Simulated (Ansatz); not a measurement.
## HfC (model cell, started as CsCl type): phonons and vibrational spectra

Task: relax HfC (model cell, started as CsCl type), then find its harmonic phonons.

Calculated with Ansatz 0.2.0; DFT PBEsol, scalar-relativistic, plane waves, PAW.

The structure was built from a prototype and need not be the compound's stable phase.

**1. Set-up**

It takes space group Pm-3m (No. 221, cubic). Conventional cell: a = 2.654 Å, b = 2.654 Å, c = 2.654 Å, α = 90.00°, β = 90.00°, γ = 90.00°. Hf has 8 C at 2.30 Å nearest. C has 8 Hf at 2.30 Å nearest. Farther neighbours are not listed.

Structure file:

```cif
data_structure
_symmetry_space_group_name_H-M 'P 1'
_symmetry_Int_Tables_number 1
_cell_length_a 2.6540
_cell_length_b 2.6540
_cell_length_c 2.6540
_cell_angle_alpha 90.000
_cell_angle_beta 90.000
_cell_angle_gamma 90.000
_cell_volume 18.69
loop_
_atom_site_label
_atom_site_type_symbol
_atom_site_fract_x
_atom_site_fract_y
_atom_site_fract_z
_atom_site_occupancy
Hf1 Hf 0.00000 0.00000 0.00000 1
C2 C 0.50000 0.50000 0.50000 1
```

**2. Rough relaxation**

The start is far from rest, so a relaxation with loose tolerances brings it close first.

input.yaml reads:

```yaml
crystal:
  lattice:
    - [2.65396, 0.0, 0.0]
    - [0.0, 2.65396, 0.0]
    - [0.0, 0.0, 2.65396]
  atoms:
    - { symbol: Hf, position: [0.0, 0.0, 0.0] }
    - { symbol: C, position: [0.5, 0.5, 0.5] }
kpoints:
  mp_grid: { grid: [8, 8, 8] }
hamiltonian:
  xc: pbesol
scf:
  occupations: { method: gaussian, width: 0.1 }
output:
  forces: true
  stress: true
  eigenvalues: true
relax:
  adjacent_minimum: "off"
  f_tol: 0.05
  max_steps: 80
  cell: { stress_tol: 0.5 }
```

On the command line:

```bash
> ansatz run input.yaml --threads 4 --pin off --max-ram 7168MiB --backend cpu --events-out ev --progress --plain --runs-dir out
```

Numbers of over 12 decimals in the logs are rounded to 6 here.

The program printed:

```text
The last accepted step is kept in <dir> (removed where the run ends without a failure and the disk answers)
Engine: ansatz 0.2.0, aarch64-unknown-linux-gnu
Pseudopotentials: kind: paw
Pseudopotential: Hf, paw, valence charge 26, recommended cutoff 420 eV (normal), Hf.paw.azcp
Pseudopotential: C, paw, valence charge 4, recommended cutoff 420 eV (normal), C.paw.azcp
Functional definition: PBEsol
  exchange = pbesol_x
[...]
--- Relaxed structure (6 steps of the walk, 6 accepted, 2 SCFs on fresh bases) ---
  F+E_penalty+E_count = -15844.02682474 eV   max|allowed force component| = 7.067e-31 eV/Å   (the final SCF, on the basis selected at the relaxed cell)
  cell:  # Å, volume = 23.5513 Å³
    - [2.866409, 0, 0]
    - [0, 2.866409, 0]
    - [0, 0, 2.866409]
  atoms:
    - { symbol: Hf, position: [0, 0, 0] }
    - { symbol: C, position: [0.5, 0.5, 0.5] }
[key lines of the parts left out:]
SCF converged after 6 iterations
Free energy (F): -15844.026825 eV
Fermi energy:    21.822066 eV
P = ⅓ Tr σ = 0.0424 GPa (0.424 kbar)
```

Wall time 2.8 s (4 threads of Arm Neoverse V2, shared host); peak memory 0.3 GiB.

The steps of the relaxation:

```
step  energy less that of the first step (eV)  largest force component (eV/Å)  pressure (GPa)  volume (Å³)
   1                                   0.0000                          0.0000           80.48        18.69
   2                                  -0.8666                          0.0000           23.01        21.56
   3                                  -0.9836                          0.0000            5.11        22.97
   4                                  -0.9904                          0.0000            0.52        23.41
   5                                  -0.9903                          0.0000            0.00        23.46
  6*                                  -1.0114                          0.0000            0.90        23.46
   7                                  -1.0115                          0.0000            0.04        23.55
  8*                                  -1.0117                          0.0000            0.04        23.55
```

Relaxation steps marked * repeat the geometry before them on a plane-wave basis chosen anew for their cell, so energy and pressure can jump there.

Forces are held to the 48 operations that the run works with; a distortion that breaks them can't arise in this run.

```
conventional cell, symmetrised  before  after   change
                         a (Å)   2.654  2.866   +8.0 %
                         b (Å)   2.654  2.866   +8.0 %
                         c (Å)   2.654  2.866   +8.0 %
              volume (Å³/atom)    9.35  11.78  +26.0 %
```

Final coordinates:

```xyz
2
Lattice="2.8664 0.0000 0.0000 0.0000 2.8664 0.0000 0.0000 0.0000 2.8664" Properties=species:S:1:pos:R:3 pbc="T T T"
Hf    0.0000    0.0000    0.0000
C     1.4332    1.4332    1.4332
```

This step gave:

```yaml
pressure: 0.04237 GPa
volume_per_atom: 11.78 Å³
gap_on_the_k_mesh: 0 eV
```

In this step the volume went from 9.35 to 11.78 Å³/atom.

**3. Bringing the structure to rest**

Harmonic phonons are second derivatives at a point where the forces vanish, and they are wanted at zero stress, so atoms and cell are relaxed first.

input.yaml, the sections that differ from step 2:

```yaml
crystal:
  lattice:
    - [2.8664089284, 0.0, 0.0]
    - [0.0, 2.8664089284, 0.0]
    - [0.0, 0.0, 2.8664089284]
  atoms:
    - { symbol: Hf, position: [0.0, 0.0, 0.0] }
    - { symbol: C, position: [0.5, 0.5, 0.5] }
kpoints:
  mp_grid: { grid: [14, 14, 14] }
relax:
  adjacent_minimum: "off"
  f_tol: 0.005
  max_steps: 80
  cell: { stress_tol: 0.05 }
# hamiltonian, scf, output: as in step 2
```

The program printed:

```text
[...]
Crystal: 2 atoms, lattice volume = 23.551 Å³
Basis set: ecut = 420 eV, 461 PW (Γ), exchange–correlation on 40×40×40 points (8 copies of the dense FFT grid, shifted against one another)
Bands: 19, of which v1, the nominal top of the filled ones, is band 15 counted from 1 (14 counted from 0)
Symmetry: 48 space group operations
[...]
k-points: 120 of 2744
[...]
k-point 119: bands = [... 11 lower, 14.7767, 16.0612, 16.0612, 16.0612, 30.8434, 30.8434, 30.8434, 31.2253]
--- Relaxed structure (3 steps of the walk, 3 accepted, 1 SCFs on fresh bases) ---
[...]
cell:  # Å, volume = 23.6047 Å³
    - [2.868575, 0, 0]
    - [0, 2.868575, 0]
    - [0, 0, 2.868575]
  atoms:
    - { symbol: Hf, position: [0, 0, 0] }
    - { symbol: C, position: [0.5, 0.5, 0.5] }
[key lines of the parts left out:]
SCF converged after 8 iterations
Free energy (F): -15844.028304 eV
Fermi energy:    21.781241 eV
P = ⅓ Tr σ = 0.0025 GPa (0.025 kbar)
```

Run time: 3.4 s. Hardware: 4 threads; peak memory 0.36 GiB.

Little changed from the start: no atom moved by 0.005 Å and no cell edge by 0.1 %.

This step gave:

```
pressure        : 0.002477 GPa
volume per atom : 11.80 Å³
```

In this step the volume went from 11.78 to 11.80 Å³/atom.

**4. Tight relaxation**

Phonons need a cell at rest on their own settings, so the relaxation is repeated with tight tolerances on forces and stress, using the mesh and the filling of the phonon run that follows.

input.yaml reads:

```yaml
crystal:
  lattice:
    - [2.868574782, 0.0, 0.0]
    - [0.0, 2.868574782, 0.0]
    - [0.0, 0.0, 2.868574782]
  atoms:
    - { symbol: Hf, position: [0.0, 0.0, 0.0] }
    - { symbol: C, position: [0.5, 0.5, 0.5] }
kpoints:
  mp_grid: { grid: [16, 16, 16] }
hamiltonian:
  xc: pbesol
scf:
  occupations: { method: methfessel_paxton, width: 0.2 }
output:
  forces: true
  stress: true
  eigenvalues: true
relax:
  adjacent_minimum: "off"
  f_tol: 0.001
  max_steps: 60
  cell: { stress_tol: 0.01 }
```

The program printed:

```text
[...]
Crystal: 2 atoms, lattice volume = 23.605 Å³
Basis set: ecut = 420 eV, 461 PW (Γ), exchange–correlation on 40×40×40 points (8 copies of the dense FFT grid, shifted against one another)
Bands: 19, of which v1, the nominal top of the filled ones, is band 15 counted from 1 (14 counted from 0)
Symmetry: 48 space group operations
[...]
k-points: 165 of 4096
[...]
k-point 164: bands = [... 11 lower, 14.7778, 16.0596, 16.0596, 16.0596, 30.8349, 30.8349, 30.8349, 31.2129]
--- Relaxed structure (3 steps of the walk, 3 accepted, 1 SCFs on fresh bases) ---
[...]
cell:  # Å, volume = 23.6095 Å³
    - [2.868771, 0, 0]
    - [0, 2.868771, 0.0]
    - [0, 0.0, 2.868771]
  atoms:
    - { symbol: Hf, position: [0, 0, 0] }
    - { symbol: C, position: [0.5, 0.5, 0.5] }
[key lines of the parts left out:]
SCF converged after 5 iterations
Free energy (F): -15844.025634 eV
Fermi energy:    21.763722 eV
P = ⅓ Tr σ = 0.0003 GPa (0.003 kbar)
```

Wall time 4 s (4 threads); peak memory 0.38 GiB.

Little changed from the start: no atom moved by 0.005 Å and no cell edge by 0.1 %.

This step gave:

| Item | Value |
| --- | --- |
| pressure | 3.37e-4 GPa |

The forces vanish by symmetry and the pressure is 0.000 GPa, within the tolerances set. The cell now holds 11.80 Å³/atom.

**5. Linear response at the zone centre**

The zone centre comes first: it holds the modes that light can see, as far as symmetry allows. No field response is asked, since the mesh shows no gap.

input.yaml, the sections that differ from step 4:

```yaml
crystal:
  lattice:
    - [2.8687710495, 0.0, 0.0]
    - [0.0, 2.8687710495, 0.0]
    - [0.0, 0.0, 2.8687710495]
  atoms:
    - { symbol: Hf, position: [0.0, 0.0, 0.0] }
    - { symbol: C, position: [0.5, 0.5, 0.5] }
output:
  eigenvalues: true
phonons:
  method: dfpt
# kpoints, hamiltonian, scf: as in step 4
# relax: removed
```

The program printed:

```text
[...]
Crystal: 2 atoms, lattice volume = 23.610 Å³
Basis set: ecut = 420 eV, 461 PW (Γ), exchange–correlation on 40×40×40 points (8 copies of the dense FFT grid, shifted against one another)
Bands: 19, of which v1, the nominal top of the filled ones, is band 15 counted from 1 (14 counted from 0)
Symmetry: 48 space group operations
k-points: 405 of 4096 (irreducible under 8 space group operations, time reversal used)
[...]
SCF iter   1: F=—  HF=-15844.043880 eV  |F-HF|=—  |Δ(HF+E_count)|=         —  Δρ=1.77e-2  dr2=1.08e-1  ethr=1.77e-3  ⟨swp⟩=4.7  Hψ=30714  notcnv=0
[...]
SCF iter   9: F=-15844.025634 eV  HF=-15844.025634 eV  |F-HF|=1.82e-12  |Δ(HF+E_count)|=  1.82e-12  S|Δr|=    0.00e0  Δρ=1.13e-8  dr2=2.38e-14  ethr=1.00e-12  ⟨swp⟩=5.5  Hψ=35180  notcnv=0
[...]
SCF 1 converged in 9 iterations: F = -15844.025634 eV  dr2 = 2.38e-14
[...]
DFPT response loops at Γ: preconditioner auto → Kerker (q_TF=auto, 2.839 Å⁻¹) (partly filled bands, converged f_vac=0.000); β = 1.00, the filter's whole step (`scf.mixing.beta` (0.50) is not read by the response loops under this deck's `scf.mixing.preconditioner`; to damp them name `kerker` or `kerker_dos`, under which they read `scf.mixing.beta`, and type it under 1.00, their step now; both keys bind the ground state too); Broyden in place of MSR1
SCF converged after 9 iterations
[...]
Free energy (F): -15844.025634 eV
[...]
Internal energy: -15844.022055 eV  (E = F + TS)
E sigma→0 (E₀):  -15844.024739 eV
Entropy (-TS):   -0.003579 eV (-1.789 meV/atom)
Fermi energy:    21.763722 eV
[...]
--- Band table (eV; the first three rows and the last of 405) ---
  k-point 0: bands = [... 11 lower, 10.4329, 19.7383, 19.7383, 22.9484, 22.9484, 22.9484, 28.1156, 28.1156]
  k-point 1: bands = [... 11 lower, 10.4322, 19.6976, 19.7774, 22.8358, 22.8358, 22.8953, 28.1368, 28.2047]
  k-point 2: bands = [... 11 lower, 10.4303, 19.4535, 19.8913, 22.5330, 22.5330, 22.9583, 28.1979, 28.4493]
  k-point 404: bands = [... 11 lower, 14.7778, 16.0596, 16.0596, 16.0596, 30.8349, 30.8349, 30.8349, 31.2129]
--- Phonons (Γ-DFPT): 2 representative perturbations + reference, on 405 of 4096 k-points (Σ response iterations 6) ---
  k mesh reduced under 8 symmetry operations, with k and −k counted as one. Each operation leaves every solved perturbation unchanged. A smaller set is not used because it would not reduce the number of displacements times k-points to solve
  ASR residual: 7.038e-6 → 0.000e0 eV/Å²; symmetrization residual: 3.077e-7 eV/Å²
  ASR residual per site (eV/Å²): 7.04e-6 6.17e-7
  Γ frequencies (cm⁻¹): 0.00 0.00 0.00 147.40 147.40 147.40
  non-analytic LO–TO correction: not included (Born effective charges unavailable; polar crystals: no LO–TO splitting at Γ)
```

Run time: 13 s. Hardware: 4 threads; peak memory 0.84 GiB; 46 s of CPU time.

Reading the cycles: dr2 is the Hartree energy of the density residual (eV), the measure of convergence; HF is the Harris–Foulkes estimate of the energy, which meets the free energy F at convergence.

Numbers from this step:

| Item | Value |
| --- | --- |
| sum-rule residual before enforcement | 7.04e-6 eV/Å² |
| point group | m-3m |
| highest optical mode at the zone centre (no LO-TO term) | 147.4 cm⁻¹ |
| lowest optical zone-centre mode | 147.4 cm⁻¹ |

Patterns of degenerate modes are one choice out of their space. The modes at Γ (shares of kinetic energy by element, %):

```
mode  frequency (cm⁻¹)  symmetry  Hf %  C %
   1               0.0  acoustic    94    6
   2               0.0  acoustic    94    6
   3               0.0  acoustic    94    6
   4             147.4       T1u     6   94
   5             147.4       T1u     6   94
   6             147.4       T1u     6   94
```

Displacements in mode 6 (147.4 cm⁻¹), the largest set to 1:
```
Hf1  0.00  0.00 -0.07
C2   0.00  0.00  1.00
```

Before it was imposed, the acoustic sum rule was missed by 7.0e-6 eV/Å². Small misses are needed for a sound result but don't prove that mesh and cutoff are converged. The lowest optical mode is real, 147 cm⁻¹.

[end of part 1 of 2]

[Logs are printed without paths, hosts, clocks, repeated set-up lines and the standing remarks that a program may print on its own settings, such as how far it seeks lower states.]

[Hosts, paths, dates, database ids (printed as entryN), source tags and the programs' standing remarks are cut or masked in the printed files.]
